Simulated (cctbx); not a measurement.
## Solving a structure by charge flipping

Cell a = 9.1770 Å, b = 5.0450 Å, c = 4.8740 Å, α = 90.00°, β = 90.00°, γ = 90.00°; space group Cmcm (no. 63); content Hf4 Nb8.

Simulated single-crystal data (cctbx): Mo Kα, λ = 0.71073 Å, to d = 0.7 Å, 95 % of the full sphere, strongest reflection 20000 counts, noise from counting, a 2 % proportional error and a noise floor of 8 counts (s.d.); no absorption.

Charge flipping in P1 on normalised amplitudes to 0.9 Å, δ = 1.1 σ, 30 % of the reflections treated as weak, 200 cycles:

```text
cycle      R  skewness
    0  0.453     0.43
   16  0.395     2.11
   32  0.370     1.87
   48  0.380     1.99
   64  0.372     2.04
   80  0.397     1.90
   96  0.399     2.09
  112  0.374     2.03
  128  0.355     1.96
  144  0.402     2.09
  160  0.391     1.95
  176  0.381     1.89
  192  0.378     2.00
origin shift          correlation  skewness
 0.226  0.280  0.155      0.975      3.94
 0.060  0.280  0.155      0.975      3.93
 0.393  0.280  0.155      0.975      3.85
 0.402  0.134  0.173      0.887      1.87
taken: symmetry correlation 0.975, skewness 3.94
peak      x       y       z  mult  height/sigma
Q1    0.0000  0.2326  0.2500    4      9.3
Q2    0.1630  0.2539  0.7500    8      9.1
Q3    0.0000  0.4520  0.2500    4      1.5
Q4    0.2261  0.3875  0.2500    8      1.2
Q5    0.0000  0.0039  0.2500    4      1.2
Q6    0.0000  0.3784  0.0298    8      1.1
Q7    0.2309  0.0738  0.1270   16      1.1
```

The origin is taken among those within 0.04 of the best correlation, by the skewness of the map.

Run time: 0.5 s on 1 thread of Arm Neoverse N1, on a shared host, peak memory 0.07 GiB.

Q: Assign the peaks.

Heights go roughly as Z and multiplicities must add up to the content. First model: Q1 = Hf1 (4 in the cell, height 9.3) and Q2 = Nb1 (8 in the cell, height 9.1). Against the true structure, Q1 is Hf and Q2 is Nb; the other peaks are not atoms.

Least squares on F², isotropic:

```text
Rint 0.025, 203 unique reflections to 0.70 A
cycle     R1     wR2    GooF  max shift (A)
   1  0.0850  0.2006   9.366   0.03442
   2  0.0096  0.0203   0.949   0.00000
final R1 0.0096 wR2 0.0203 GooF 0.949  parameters 5  data/parameter 40.6
atom        x        y        z      Ueq    occ   su(xyz)  su(Uiso or U11)
Hf1    0.00000  0.22880  0.25000   0.0169  1.000  0.00004  0.0001
Nb1    0.16392  0.26051  0.75000   0.0210  1.000  0.00007  0.0001
difference map: max 0.58 min -0.79 rms 0.16
Q1    0.0000  0.4028  0.0713    8    0.59  1.24 A from Hf1
Q2    0.0432  0.4696  0.7500    8    0.53  1.53 A from Nb1
Q3    0.1006  0.1117  0.1529   16    0.51  1.19 A from Hf1
Q4    0.0000  0.1115  0.5424    8    0.48  1.54 A from Hf1
Q5    0.0516  0.2570  0.0042   16    0.43  1.30 A from Hf1
```

Anisotropic refinement:

```text
Rint 0.025, 203 unique reflections to 0.70 A
cycle     R1     wR2    GooF  max shift (A)
   1  0.0096  0.0204   0.963   0.00006
   2  0.0096  0.0202   0.955   0.00000
final R1 0.0096 wR2 0.0202 GooF 0.955  parameters 10  data/parameter 20.3
atom        x        y        z      Ueq    occ   su(xyz)  su(Uiso or U11)
Hf1    0.00000  0.22880  0.25000   0.0169  1.000  0.00004  0.0001
Nb1    0.16392  0.26052  0.75000   0.0210  1.000  0.00007  0.0002
difference map: max 0.58 min -0.79 rms 0.16
Q1    0.0000  0.4026  0.0706    8    0.58  1.24 A from Hf1
Q2    0.0444  0.4697  0.7500    8    0.53  1.52 A from Nb1
Q3    0.0912  0.1142  0.1544   16    0.51  1.12 A from Hf1
Q4    0.0000  0.1119  0.5417    8    0.48  1.54 A from Hf1
Q5    0.0520  0.2567  0.0022   16    0.43  1.31 A from Hf1
Q6    0.2393  0.3582  0.0425   16    0.43  1.47 A from Nb1
```

**Reading.** The refinement ends at R1 = 0.0096, wR2 = 0.0202, GooF = 0.95, with difference density between -0.79 and 0.58 e/Å³. Every site matches the true model in element, within 0.001 Å r.m.s., up to an allowed shift of origin.

True model:

| atom | mult. | x | y | z | Ueq (Å²) |
| --- | --- | --- | --- | --- | --- |
| Hf1 | 4 | 0 | 0.2288 | 3/4 | 0.0168 |
| Nb1 | 8 | 0.6639 | 0.2395 | 3/4 | 0.0210 |

The model was made for the exercise: a known structure type with other elements put in, its volume estimated, not relaxed; displacement parameters are assumed.

[Middle refinement cycles are left out of these outputs.]

[Logs are printed without paths, hosts, clocks, repeated set-up lines and the standing remarks that a program may print on its own settings, such as how far it seeks lower states.]
